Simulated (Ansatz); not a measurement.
# LaGaO3 (Pm-3m): following an unstable mode, part 2 of 3

Which phase does LaGaO3 (Pm-3m) fall into along its unstable mode, and how much energy does it gain?

Ansatz 0.2.0; DFT PBEsol, scalar-relativistic, plane waves, PAW; PAW set soft_1.

So far, highest frequency on the path or at a solved wavevector (cm⁻¹): step 2 (response at finite wavevector) 790. Also lowest frequency on the path (cm⁻¹): step 2 -213.

## Step 4: The mode frozen in, largest atomic shift 0.45 Å

The atoms are moved along the unstable eigenvector, the largest shift by 0.45 Å, with the cell fixed.

input.yaml

```yaml
crystal:
  lattice:
    - [3.8649841263, 3.8649841263, 0.0]
    - [3.8649841263, 0.0, 3.8649841263]
    - [3.8649841263, 0.0, -3.8649841263]
  atoms:
    - { symbol: La, position: [0.5, 0.25, 0.75] }
    - { symbol: La, position: [0.5, 0.75, 0.25] }
    - { symbol: Ga, position: [0.0, 0.0, 0.0] }
    - { symbol: Ga, position: [0.0, 0.5, 0.5] }
    - { symbol: O, position: [0.5, 0.708835788, 0.791164212] }
    - { symbol: O, position: [0.5, 0.291164212, 0.208835788] }
    - { symbol: O, position: [0.0823284239, 0.1676715761, 0.6676715761] }
    - { symbol: O, position: [-0.0823284239, 0.8323284239, 0.3323284239] }
    - { symbol: O, position: [0.0, 0.291164212, 0.208835788] }
    - { symbol: O, position: [0.0, 0.708835788, 0.791164212] }
kpoints:
  mp_grid: { grid: [6, 6, 6] }
hamiltonian:
  xc: pbesol
  pseudopotentials: { kind: paw, azcp: { folder: soft_1 }, xc_functional: pbe }
scf:
  occupations: { method: gaussian, width: 0.02 }
output:
  forces: true
  stress: true
  eigenvalues: true
```

Command:

```console
ansatz run input.yaml --threads 4 --pin off --max-ram 10240MiB --backend cpu --events-out ev --progress --plain --runs-dir out
```

Numbers of over 12 decimals in the logs are rounded to 6 here.

Output:

```text
[...]
Crystal: 10 atoms, lattice volume = 115.471 Å³
Basis set: ecut = 420 eV, 2229 PW (Γ), exchange–correlation on 80×80×80 points (8 copies of the dense FFT grid, shifted against one another)
Bands: 52, of which v1, the nominal top of the filled ones, is band 42 counted from 1 (41 counted from 0)
Symmetry: 8 space group operations
[...]
k-points: 46 of 216
[...]
k-point 0: bands = [... 38 lower, 11.0513, 11.0850, 11.1016, 11.2628, 14.9720, 15.6335, 16.0900, 16.2147, ... 5 higher]
  k-point 1: bands = [... 38 lower, 10.7308, 11.0870, 11.0935, 11.1881, 15.3599, 15.7558, 16.1052, 16.2159, ... 5 higher]
  k-point 2: bands = [... 38 lower, 10.8008, 10.9669, 11.1802, 11.1958, 15.9382, 16.1088, 16.1785, 16.2502, ... 5 higher]
  k-point 45: bands = [... 38 lower, 10.6307, 10.7097, 10.7838, 11.1553, 16.1496, 16.2122, 16.2730, 16.3164, ... 5 higher]
[key lines of the parts left out:]
SCF converged after 9 iterations
Free energy (F): -23186.701105 eV
Fermi energy:    13.167068 eV
P = ⅓ Tr σ = 2.7582 GPa (27.582 kbar)
```

Wall time 6.1 s (4 threads of Arm Neoverse V1, shared host); peak memory 0.62 GiB; 24 s of CPU time.

This step gave:

- pressure: 2.758 GPa
- gap on the k-mesh: 3.610 eV
- energy from the undistorted cell: -42.84 meV/atom

The energy, extrapolated to zero smearing, is -42.84 meV/atom against the undistorted cell.

The run ends at a pressure of 2.76 GPa, with forces up to 0.66 eV/Å.

## Step 5: Energy along the mode, all amplitudes (two of the runs are shown above)

An imaginary frequency means negative curvature, so the energy should fall and then rise again as anharmonic terms take over.

This step gave:

```yaml
depth_at_the_lowest_point_sampled: 42.84 meV/atom
largest_atomic_shift_at_that_point: 0.45 Å
```

Table of energy from the parent by largest atomic shift:

```csv
largest atomic shift (Å),energy from the parent (meV/atom)
0.000,0
0.040,-0.849
0.080,-3.34
0.140,-9.78
0.220,-21.8
0.320,-37.1
0.450,-42.8
0.600,3.13
```

Displacement at unit largest shift by atom:

```csv
atom,x (Å),y (Å),z (Å),size
La1,0.000,0.000,0.000,0.000
La2,0.000,0.000,0.000,0.000
Ga3,0.000,0.000,0.000,0.000
Ga4,0.000,0.000,0.000,0.000
O5,0.000,0.000,-0.707,0.707
O6,0.000,0.000,0.707,0.707
O7,-0.707,0.707,0.000,1.000
O8,0.707,-0.707,0.000,1.000
O9,0.000,0.000,0.707,0.707
O10,0.000,0.000,-0.707,0.707
```

The lowest of the steps tried is at 0.45 Å, 42.8 meV/atom below the parent; the bottom of the well need not coincide with a step.

## Step 6: Relaxation from the frozen mode

Starting from the lowest point found, all atoms and the cell are let go, so that strain and other modes of the same symmetry can join in.

Edit input.yaml of step 4 so:

```diff
@@ -22,3 +22,3 @@
 scf:
-  occupations: { method: gaussian, width: 0.02 }
+  occupations: { method: fixed }
 output:
@@ -27 +27,10 @@
   eigenvalues: true
+  write_density: true
+  write_potential: true
+  elf: true
+  volumetric_format: npy
+relax:
+  adjacent_minimum: "off"
+  f_tol: 0.002
+  max_steps: 120
+  cell: { stress_tol: 0.03 }
```

Output:

```text
[...]
Crystal: 10 atoms, lattice volume = 115.471 Å³
Basis set: ecut = 420 eV, 2229 PW (Γ), exchange–correlation on 80×80×80 points (8 copies of the dense FFT grid, shifted against one another)
Bands: 52, of which v1, the nominal top of the filled ones, is band 42 counted from 1 (41 counted from 0)
Symmetry: 8 space group operations
[...]
k-points: 46 of 216
[...]
SCF iter   1: F=—  HF=-23187.915749 eV  |F-HF|=—  |Δ(HF+E_count)|=         —  Δρ=8.19e-2  dr2=5.37e0  ethr=3.10e-3  ⟨swp⟩=3.6  Hψ=8514  notcnv=0  defer=58
[...]
SCF iter   9: F=-23186.701105 eV  HF=-23186.701105 eV  |F-HF|=6.88e-9  |Δ(HF+E_count)|=   1.40e-7  Δρ=5.27e-6  dr2=3.14e-8  ethr=1.19e-10  ⟨swp⟩=20.4  Hψ=22391  notcnv=0
SCF 1 converged in 9 iterations: F = -23186.701105 eV  dr2 = 3.14e-8
[...]
relax step   1: F+E_penalty+E_count = -23186.70110510 eV  Δ(F+E_penalty+E_count) = +0.000e0 eV  max|allowed force component| = 4.679e-1 eV/Å  Δτ_max = 0.0000 Å  P = +2.758 GPa  Ω = 115.471 Å³  (9 SCF iters, dr2 threshold 1.00e-7 eV, accepted)
Crystal: 10 atoms, lattice volume = 116.794 Å³
Basis set: ecut = 420 eV, 2253 PW (Γ), exchange–correlation on 80×80×80 points (8 copies of the dense FFT grid, shifted against one another)
[...]
iter 1 solved again at ethr=6.51e-5 eV; its pass at ethr=3.10e-3 eV (dr2=5.47e-2 eV) is discarded
[...]
SCF iter   6: F=-23186.745488 eV  HF=-23186.745488 eV  |F-HF|=1.35e-7  |Δ(HF+E_count)|=   3.15e-6  Δρ=3.33e-5  dr2=8.18e-7  ethr=1.19e-9  ⟨swp⟩=20.2  Hψ=26983  notcnv=0
SCF 2 converged in 6 iterations: F = -23186.745488 eV  dr2 = 8.18e-7
[...]
relax step   2: F+E_penalty+E_count = -23186.74548820 eV  Δ(F+E_penalty+E_count) = -4.438e-2 eV  max|allowed force component| = 1.698e-1 eV/Å  Δτ_max = 0.0536 Å  P = +0.183 GPa  Ω = 116.794 Å³  energy of the carried Pulay correction = -3.463e-3 eV  (6 SCF iters, dr2 threshold 1.00e-6 eV, accepted)
Crystal: 10 atoms, lattice volume = 117.054 Å³
[...]
SCF iter   6: F=-23186.757327 eV  HF=-23186.757327 eV  |F-HF|=7.41e-9  |Δ(HF+E_count)|=   3.31e-7  Δρ=1.19e-5  dr2=1.03e-7  ethr=1.19e-9  ⟨swp⟩=10.3  Hψ=17781  notcnv=0
SCF 3 converged in 6 iterations: F = -23186.757327 eV  dr2 = 1.03e-7
  Residual-converged pass: ⟨swp⟩=1.0  Hψ=2576  notcnv=0  max |occ|·‖R‖ = 7.0e-9 eV (tolerance 1.0e-8 eV)  dr2=1.03e-7  dr2_onsite=2.05e-8  max |Δocc| = 0.0e0
relax step   3: F+E_penalty+E_count = -23186.75732684 eV  Δ(F+E_penalty+E_count) = -1.184e-2 eV  max|allowed force component| = 4.152e-2 eV/Å  Δτ_max = 0.0225 Å  P = -0.305 GPa  Ω = 117.054 Å³  energy of the carried Pulay correction = -4.137e-3 eV  (6 SCF iters, dr2 threshold 1.00e-6 eV, accepted)
[...]
relax step   4: F+E_penalty+E_count = -23186.75890120 eV  Δ(F+E_penalty+E_count) = -1.574e-3 eV  max|allowed force component| = 1.606e-2 eV/Å  Δτ_max = 0.0040 Å  P = -0.059 GPa  Ω = 116.932 Å³  energy of the carried Pulay correction = -3.820e-3 eV  (4 SCF iters, dr2 threshold 1.00e-6 eV, accepted)
[...]
relax step   5: F+E_penalty+E_count = -23186.75890904 eV  Δ(F+E_penalty+E_count) = -7.844e-6 eV  max|allowed force component| = 1.141e-2 eV/Å  Δτ_max = 0.0065 Å  P = -0.175 GPa  Ω = 117.055 Å³  energy of the carried Pulay correction = -4.141e-3 eV  (5 SCF iters, dr2 threshold 4.19e-7 eV, accepted)
[...]
relax step   6: F+E_penalty+E_count = -23186.75946971 eV  Δ(F+E_penalty+E_count) = -5.607e-4 eV  max|allowed force component| = 1.817e-3 eV/Å  Δτ_max = 0.0030 Å  P = +0.000 GPa  Ω = 116.916 Å³  energy of the carried Pulay correction = -3.779e-3 eV  (5 SCF iters, dr2 threshold 9.15e-8 eV, accepted)
[...]
relax step   7: F+E_penalty+E_count = -23186.76363913 eV  Δ(F+E_penalty+E_count) = -4.169e-3 eV  max|allowed force component| = 1.783e-3 eV/Å  Δτ_max = 0.0000 Å  P = +0.063 GPa  Ω = 116.916 Å³  stress off target by 1.19e-1 GPa  SCF on the basis re-selected at this cell (its energy is not comparable with the rows above)  (7 SCF iters)
[...]
relax step   8: F+E_penalty+E_count = -23186.76357284 eV  Δ(F+E_penalty+E_count) = +6.629e-5 eV  max|allowed force component| = 2.840e-4 eV/Å  Δτ_max = 0.0003 Å  P = -0.005 GPa  Ω = 116.949 Å³  energy of the carried Pulay correction = -8.442e-5 eV  (4 SCF iters, dr2 threshold 3.55e-8 eV, accepted)
[...]
SCF iter   5: F=-23186.763664 eV  HF=-23186.763664 eV  |F-HF|=0.00e0  |Δ(HF+E_count)|=    0.00e0  Δρ=8.02e-8  dr2=8.30e-12  ethr=1.00e-12  ⟨swp⟩=14.7  Hψ=15816  notcnv=0
SCF 9 converged in 5 iterations: F = -23186.763664 eV  dr2 = 8.30e-12
relax step   9: F+E_penalty+E_count = -23186.76366419 eV  Δ(F+E_penalty+E_count) = -9.135e-5 eV  max|allowed force component| = 2.689e-4 eV/Å  Δτ_max = 0.0000 Å  P = -0.004 GPa  Ω = 116.949 Å³  stress off target by 6.90e-3 GPa  SCF on the basis re-selected at this cell (its energy is not comparable with the rows above)  (5 SCF iters)
[...]
SCF converged after 5 iterations
Free energy (F): -23186.763664 eV
[...]
Internal energy: -23186.763664 eV  (E = F + TS)
E sigma→0 (E₀):  -23186.763664 eV
Fermi energy:    11.187619 eV
[...]
--- Forces (eV/Å), atoms counted from 1 ---
  atom   1  La     0.00003325    -0.00003325     0.00000000
  atom   2  La    -0.00003325     0.00003325     0.00000000
  atom   3  Ga     0.00000000    -0.00000000     0.00000000
  atom   4  Ga     0.00000000     0.00000000     0.00000000
  atom   5  O     -0.00000000     0.00000000    -0.00015093
  atom   6  O      0.00000000    -0.00000000     0.00015093
  atom   7  O     -0.00026893     0.00026893     0.00000000
  atom   8  O      0.00026893    -0.00026893     0.00000000
  atom   9  O      0.00000000    -0.00000000     0.00015093
  atom  10  O     -0.00000000     0.00000000    -0.00015093
  max |Σ_I F_I| component: 0.00e0 eV/Å
--- Stress (GPa, compression-positive) ---
       -0.003504      -0.003400      -0.000000
       -0.003400      -0.003504       0.000000
       -0.000000       0.000000      -0.005589
  P = ⅓ Tr σ = -0.0042 GPa (-0.042 kbar)
--- Band table (eV; the first three rows and the last of 46) ---
  k-point 0: bands = [... 38 lower, 10.8467, 10.8505, 10.9962, 11.0247, 14.6642, 15.3870, 15.8079, 15.9173, ... 6 higher]
  k-point 1: bands = [... 38 lower, 10.6167, 10.8835, 10.9101, 11.0098, 15.0621, 15.5049, 15.8228, 15.9203, ... 6 higher]
  k-point 2: bands = [... 38 lower, 10.6674, 10.7706, 10.9695, 11.0318, 15.6867, 15.8210, 15.8923, 15.9671, ... 6 higher]
  k-point 45: bands = [... 38 lower, 10.4225, 10.5238, 10.6078, 10.9809, 15.8639, 15.9319, 15.9852, 16.0152, ... 6 higher]
--- Relaxed structure (7 steps of the walk, 7 accepted, 2 SCFs on fresh bases) ---
  F+E_penalty+E_count = -23186.76366419 eV   max|allowed force component| = 2.689e-4 eV/Å   (the final SCF, on the basis selected at the relaxed cell)
  cell:  # Å, volume = 116.9491 Å³
    - [3.865696, 3.865696, 0.0]
    - [3.888464, -0.022768, 3.867459]
    - [3.888464, -0.022768, -3.867459]
  atoms:
    - { symbol: La, position: [0.492928, 0.257072, 0.757072] }
    - { symbol: La, position: [0.507072, 0.742928, 0.242928] }
    - { symbol: Ga, position: [4.263891515010197e-19, 0, 0] }
    - { symbol: Ga, position: [-8.673617379884035e-19, 0.500000, 0.500000] }
    - { symbol: O, position: [0.500000, 0.707169, 0.792831] }
    - { symbol: O, position: [0.500000, 0.292831, 0.207169] }
    - { symbol: O, position: [0.077787, 0.172213, 0.672213] }
    - { symbol: O, position: [-0.077787, 0.827787, 0.327787] }
    - { symbol: O, position: [0.0, 0.292831, 0.207169] }
    - { symbol: O, position: [-1.734723475976807e-18, 0.707169, 0.792831] }
```

Wall time 56 s (4 threads); peak memory 0.66 GiB; 3.6 min of CPU time.

Step by step:

```csv
step,energy less that of the first step (eV),largest force component (eV/Å),pressure (GPa),volume (Å³)
1,0.0000,0.4679,2.76,115.47
2,-0.0444,0.1698,0.18,116.79
3,-0.0562,0.0415,-0.30,117.05
4,-0.0578,0.0161,-0.06,116.93
5,-0.0578,0.0114,-0.18,117.06
6,-0.0584,0.0018,0.00,116.92
7*,-0.0625,0.0018,0.06,116.92
8,-0.0625,0.0003,0.00,116.95
9*,-0.0626,0.0003,0.00,116.95
```

Relaxation steps marked * repeat the geometry before them on a plane-wave basis chosen anew for their cell, so energy and pressure can jump there.

Forces are held to the 8 operations that the run works with; a distortion that breaks them can't arise in this run.

```csv
"conventional cell, symmetrised",before,after,change
a (Å),5.466,5.467,+0.0 %
b (Å),7.730,7.735,+0.1 %
c (Å),5.466,5.531,+1.2 %
volume (Å³/atom),11.55,11.69,+1.3 %
```

The atoms that moved most (Å, as changes of fractional coordinates times the final cell):

```csv
atom,dx,dy,dz,length
La1,0.028,-0.028,0.000,0.039
La2,-0.028,0.028,0.000,0.039
O7,0.018,-0.018,0.000,0.025
O8,-0.018,0.018,0.000,0.025
O6,0.000,0.000,0.013,0.013
O5,0.000,0.000,-0.013,0.013
O9,0.000,0.000,0.013,0.013
O10,0.000,0.000,-0.013,0.013
```

Numbers from this step:

| Property | Result |
| --- | --- |
| pressure | -0.004199 GPa |
| gap on the k-mesh | 3.477 eV |
| volume per atom | 11.69 Å³ |

ELF in the bc plane of the conventional cell at fractional x = 0.000, with atoms of La and Ga and O within 0.2 Å of it. It is the smooth field of the valence electrons, not physical close to the nuclei.

Values, 8 rows by 16 columns, each cell a mean:
```
0.07 0.16 0.57 0.68 0.59 0.71 0.25 0.09 0.07 0.14 0.26 0.56 0.61 0.37 0.15 0.09
0.13 0.11 0.35 0.62 0.66 0.47 0.15 0.11 0.13 0.11 0.06 0.09 0.11 0.06 0.09 0.13
0.07 0.08 0.32 0.52 0.55 0.41 0.14 0.06 0.08 0.08 0.33 0.67 0.73 0.47 0.12 0.08
0.04 0.32 0.81 0.53 0.39 0.78 0.55 0.06 0.04 0.27 0.73 0.47 0.34 0.72 0.47 0.06
0.04 0.20 0.68 0.59 0.50 0.72 0.38 0.06 0.04 0.27 0.77 0.64 0.54 0.79 0.48 0.06
0.09 0.08 0.21 0.52 0.59 0.32 0.09 0.09 0.08 0.06 0.21 0.42 0.45 0.29 0.08 0.07
0.14 0.12 0.08 0.12 0.14 0.08 0.10 0.14 0.14 0.13 0.45 0.71 0.72 0.59 0.19 0.13
0.07 0.13 0.34 0.68 0.72 0.49 0.17 0.06 0.07 0.15 0.55 0.69 0.62 0.70 0.24 0.06
```
Columns run along b (7.7 Å), rows up along c (5.5 Å), edges of the conventional cell, whose origin can differ from the input's. Atoms in or near the plane, at fractional coordinates: La at (0.75, 0.51), La at (0.25, 0.49), Ga at (0.00, 0.00), Ga at (0.50, 0.00), O at (0.25, 0.92), O at (0.75, 0.08).

Valence density in the bc plane of the conventional cell at fractional x = 0.000, with atoms of La and Ga and O within 0.2 Å of it. It is the smooth field of the valence electrons, not physical close to the nuclei.

Ten steps, logarithmic in the rise over the least value, from '0' (0 e/Å³) to '9' (35 e/Å³), each cell a mean:
```
8522566323785212321137
4212465311342100100013
1001343210111000000001
0000121100000000000000
0000122100000012221000
0002333210000123332100
0013333320000133333200
0013333320000133333200
0012333320000123333200
0001233210000012222100
0000111100000001111000
0000000000000012221000
2100000001121124543111
6311111112563125663225
9622344214896224553248
```
Columns run along b (7.7 Å), rows up along c (5.5 Å), edges of the conventional cell, whose origin can differ from the input's. Atoms in or near the plane, at fractional coordinates: La at (0.75, 0.51), La at (0.25, 0.49), Ga at (0.00, 0.00), Ga at (0.50, 0.00), O at (0.25, 0.92), O at (0.75, 0.08).

Electrostatic potential energy in the bc plane of the conventional cell at fractional x = 0.000, with atoms of La and Ga and O within 0.2 Å of it. With pseudopotentials it is smooth inside the atoms' cores, unlike the true potential.

Ten even steps from '_' (-28 eV) to '@' (35 eV), each cell a mean:
```
@@%%++++..____--++**@@@@%%++****==++**++**@@
**++++++..____--++++****++++**********++++**
++++****==::--******++++++****************++
**********++********************++++********
******++======++************++==----==++****
****++--..____::==********++--______..==****
****==..__::..__--++******==..__--::__--++**
****==....==--__::++******==....==::__--++**
****++::__..____--++******++::______..==++**
****++==::....--++********++==::..::--++****
******++++====++**************++++++++******
********************************++++********
++++++************++++++++++**--....++**++++
%%**++**********++++%%%%**++++..____--++++%%
@@@@++++==::--++++##@@@@@@++++::__..==++##@@
```
Columns run along b (7.7 Å; values clipped at the 3rd and 97th percentile), rows up along c (5.5 Å), edges of the conventional cell, whose origin can differ from the input's. Atoms in or near the plane, at fractional coordinates: La at (0.75, 0.51), La at (0.25, 0.49), Ga at (0.00, 0.00), Ga at (0.50, 0.00), O at (0.25, 0.92), O at (0.75, 0.08).

The distorted start has space group Imma; the relaxation ends in Imma.

## Step 7: The new phase in its own primitive cell

The relaxed structure is symmetrised, reduced to its primitive cell and relaxed tightly, as its phonons need.

input.yaml

```yaml
crystal:
  lattice:
    - [-2.733460108, 3.8674588707, 2.7656589299]
    - [2.733460108, -3.8674588707, 2.7656589299]
    - [2.733460108, 3.8674588707, -2.7656589299]
  atoms:
    - { symbol: La, position: [0.2570716945, 0.5070716945, 0.75] }
    - { symbol: La, position: [0.7429283055, 0.4929283055, 0.25] }
    - { symbol: Ga, position: [0.0, 0.0, 0.0] }
    - { symbol: Ga, position: [0.5, 0.0, 0.5] }
    - { symbol: O, position: [0.70716912, 0.0, 0.20716912] }
    - { symbol: O, position: [0.29283088, 0.0, 0.79283088] }
    - { symbol: O, position: [0.1722128482, 0.9222128482, 0.25] }
    - { symbol: O, position: [0.8277871518, 0.0777871518, 0.75] }
    - { symbol: O, position: [0.29283088, 0.5, 0.29283088] }
    - { symbol: O, position: [0.70716912, 0.5, 0.70716912] }
kpoints:
  mp_grid: { grid: [6, 6, 6] }
hamiltonian:
  xc: pbesol
  pseudopotentials: { kind: paw, azcp: { folder: soft_1 }, xc_functional: pbe }
scf:
  occupations: { method: fixed }
output:
  forces: true
  stress: true
  eigenvalues: true
relax:
  adjacent_minimum: "off"
  f_tol: 0.001
  max_steps: 60
  cell: { stress_tol: 0.01 }
```

Output:

```text
[...]
Crystal: 10 atoms, lattice volume = 116.949 Å³
Basis set: ecut = 420 eV, 2253 PW (Γ), exchange–correlation on 80×80×80 points (8 copies of the dense FFT grid, shifted against one another)
Bands: 52, of which v1, the nominal top of the filled ones, is band 42 counted from 1 (41 counted from 0)
Symmetry: 8 space group operations
[...]
k-points: 46 of 216
[...]
- { symbol: Ga, position: [0.0, 0.0, 0.0] }
    - { symbol: Ga, position: [0.500000, 0.0, 0.500000] }
    - { symbol: O, position: [0.70716912, 0.0, 0.207169] }
    - { symbol: O, position: [0.292831, 0.0, 0.792831] }
    - { symbol: O, position: [0.172213, 0.9222128482, 0.25] }
    - { symbol: O, position: [0.8277871518, 0.077787, 0.750000] }
    - { symbol: O, position: [0.29283088, 0.5, 0.29283088] }
    - { symbol: O, position: [0.707169, 0.500000, 0.70716912] }
[key lines of the parts left out:]
SCF converged after 6 iterations
Free energy (F): -23186.763664 eV
Fermi energy:    11.187620 eV
P = ⅓ Tr σ = -0.0042 GPa (-0.042 kbar)
```

The job ended after 12 s (4 threads; peak memory 0.64 GiB).

Little changed from the start: no atom moved by 0.005 Å and no cell edge by 0.1 %.

Numbers from this step:

* pressure: -0.004196 GPa
* direct gap on mesh: 3.639 eV

The largest force component left is 0.38 meV/Å and the pressure is -0.004 GPa, within the tolerances set. The cell now holds 11.69 Å³/atom.

(Continued in part 3 of 3.)

[Logs are printed without paths, hosts, clocks, repeated set-up lines and the standing remarks that a program may print on its own settings, such as how far it seeks lower states.]

[Hosts, paths, dates, database ids (printed as entryN), source tags and the programs' standing remarks are cut or masked in the printed files.]
